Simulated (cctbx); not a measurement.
**Solving a structure by charge flipping**

Cell a = 8.1400 Å, b = 8.1400 Å, c = 5.6740 Å, α = 90.00°, β = 90.00°, γ = 120.00°; space group P6_3/mcm (no. 193); content Zr10 S2 Al6.

Simulated single-crystal data (cctbx): Mo Kα, λ = 0.71073 Å, to d = 0.84 Å, 80 % of the full sphere, strongest reflection 40000 counts, noise from counting, a 3 % proportional error and a noise floor of 2 counts (s.d.); no absorption, and some extinction, which the refinements don't model.

Charge flipping in P1 on normalised amplitudes to 0.84 Å, δ = 1.1 σ, 10 % of the reflections treated as weak, 300 cycles:

```text
cycle      R  skewness
    0  0.610     0.31
   25  0.324     4.40
   50  0.228     4.15
   75  0.212     3.99
  100  0.217     3.95
  125  0.216     3.96
  150  0.213     3.87
  175  0.226     3.98
  200  0.215     3.91
  225  0.221     3.85
  250  0.223     4.00
  275  0.217     3.88
origin shift          correlation  skewness
 0.094  0.364  0.397      0.842      4.53
 0.755  0.698  0.396      0.836      6.06
 0.432  0.029  0.149      0.846      2.32
 0.229  0.412  0.180      0.850      0.63
taken: symmetry correlation 0.836, skewness 6.06
peak      x       y       z  mult  height/sigma
Q1    0.3333  0.6667  0.0000    4     14.4
Q2    0.0000  0.2520  0.2500    6     12.3
Q3    0.0000  0.0000  0.0000    2      4.3
Q4    0.0000  0.3904  0.7500    6      3.5
Q5    0.0000  0.0000  0.2500    2      1.4
Q6    0.2537  0.5073  0.0000   12      1.3
Q7    0.0913  0.4082  0.1404   24      1.1
Q8    0.0000  0.4078  0.5370   12      1.1
Q9    0.1347  0.2694  0.0000   12      0.9
```

The origin is taken among those within 0.04 of the best correlation, by the skewness of the map.

It took 0.58 s on 1 thread of Arm Neoverse V2, on a shared host, peak memory 0.07 GiB.

Q: Assign the peaks.

Heights go roughly as Z and multiplicities must add up to the content. First model: Q1 = Zr1 (4 in the cell, height 14.4), Q2 = Zr2 (6 in the cell, height 12.3), Q3 = S1 (2 in the cell, height 4.3) and Q4 = Al1 (6 in the cell, height 3.5). Against the true structure, Q1 is Zr, Q2 is Zr, Q3 is S and Q4 is Al; the other peaks are not atoms.

Least squares on F², isotropic:

```text
Rint 0.027, 124 unique reflections to 0.84 A
cycle     R1     wR2    GooF  max shift (A)
   1  0.0870  0.2548  20.255   0.09543
   2  0.0149  0.0333   2.648   0.00000
final R1 0.0149 wR2 0.0333 GooF 2.648  parameters 6  data/parameter 20.7
atom        x        y        z      Ueq    occ   su(xyz)  su(Uiso or U11)
Zr1    0.33333  0.66667  0.00000   0.0164  1.000  0.00000  0.0002
Zr2    0.00000  0.24888  0.25000   0.0131  1.000  0.00005  0.0002
S1     0.00000  0.00000  0.00000   0.0158  1.000  0.00000  0.0005
Al1    0.00000  0.40212  0.75000   0.0180  1.000  0.00021  0.0004
difference map: max 0.36 min -1.16 rms 0.13
Q1    0.2549  0.6275  0.0000   12    0.37  0.55 A from Zr1
Q2    0.1524  0.5567  0.2500   12    0.29  1.44 A from Al1
Q3    0.2550  0.6008  0.6629   24    0.26  1.10 A from Zr1
Q4    0.0000  0.0796  0.2500    6    0.24  1.38 A from Zr2
Q5    0.0000  0.1011  0.7500    6    0.22  1.64 A from S1
```

Anisotropic refinement:

```text
Rint 0.027, 124 unique reflections to 0.84 A
cycle     R1     wR2    GooF  max shift (A)
   1  0.0148  0.0333   2.720   0.00009
   2  0.0102  0.0176   1.438   0.00000
final R1 0.0102 wR2 0.0176 GooF 1.438  parameters 12  data/parameter 10.3
atom        x        y        z      Ueq    occ   su(xyz)  su(Uiso or U11)
Zr1    0.33333  0.66667  0.00000   0.0164  1.000  0.00000  0.0001
Zr2    0.00000  0.24887  0.25000   0.0131  1.000  0.00003  0.0002
S1     0.00000  0.00000  0.00000   0.0157  1.000  0.00000  0.0004
Al1    0.00000  0.40211  0.75000   0.0178  1.000  0.00012  0.0005
difference map: max 0.21 min -0.80 rms 0.11
Q1    0.0673  0.1865  0.7500   12    0.22  1.30 A from Zr2
Q2    0.2025  0.5541  0.2500   12    0.19  1.74 A from Zr1
Q3    0.0000  0.0875  0.2500    6    0.19  1.31 A from Zr2
Q4    0.1639  0.4815  0.1067   24    0.17  1.57 A from Zr1
Q5    0.0792  0.2369  0.1314   24    0.17  0.97 A from Zr2
Q6    0.1567  0.3809  0.1640   24    0.16  1.28 A from Zr2
```

**Reading.** The refinement ends at R1 = 0.0102, wR2 = 0.0176, GooF = 1.44, with difference density between -0.80 and 0.21 e/Å³. Every site matches the true model in element, within 0.001 Å r.m.s., up to an allowed shift of origin.

True model:

```csv
atom,mult.,x,y,z,Ueq (Å²)
Zr1,6,0.7511,0.7511,3/4,0.0137
Zr2,4,1/3,2/3,0,0.0170
S1,2,0,0,0,0.0160
Al1,6,0.4020,0.4020,3/4,0.0185
```

The model is made up (kin elements in a known structure type, no relaxation), so it says nothing on whether the phase exists.

[Middle refinement cycles are left out of these outputs.]

[Logs are printed without paths, hosts, clocks, repeated set-up lines and the standing remarks that a program may print on its own settings, such as how far it seeks lower states.]
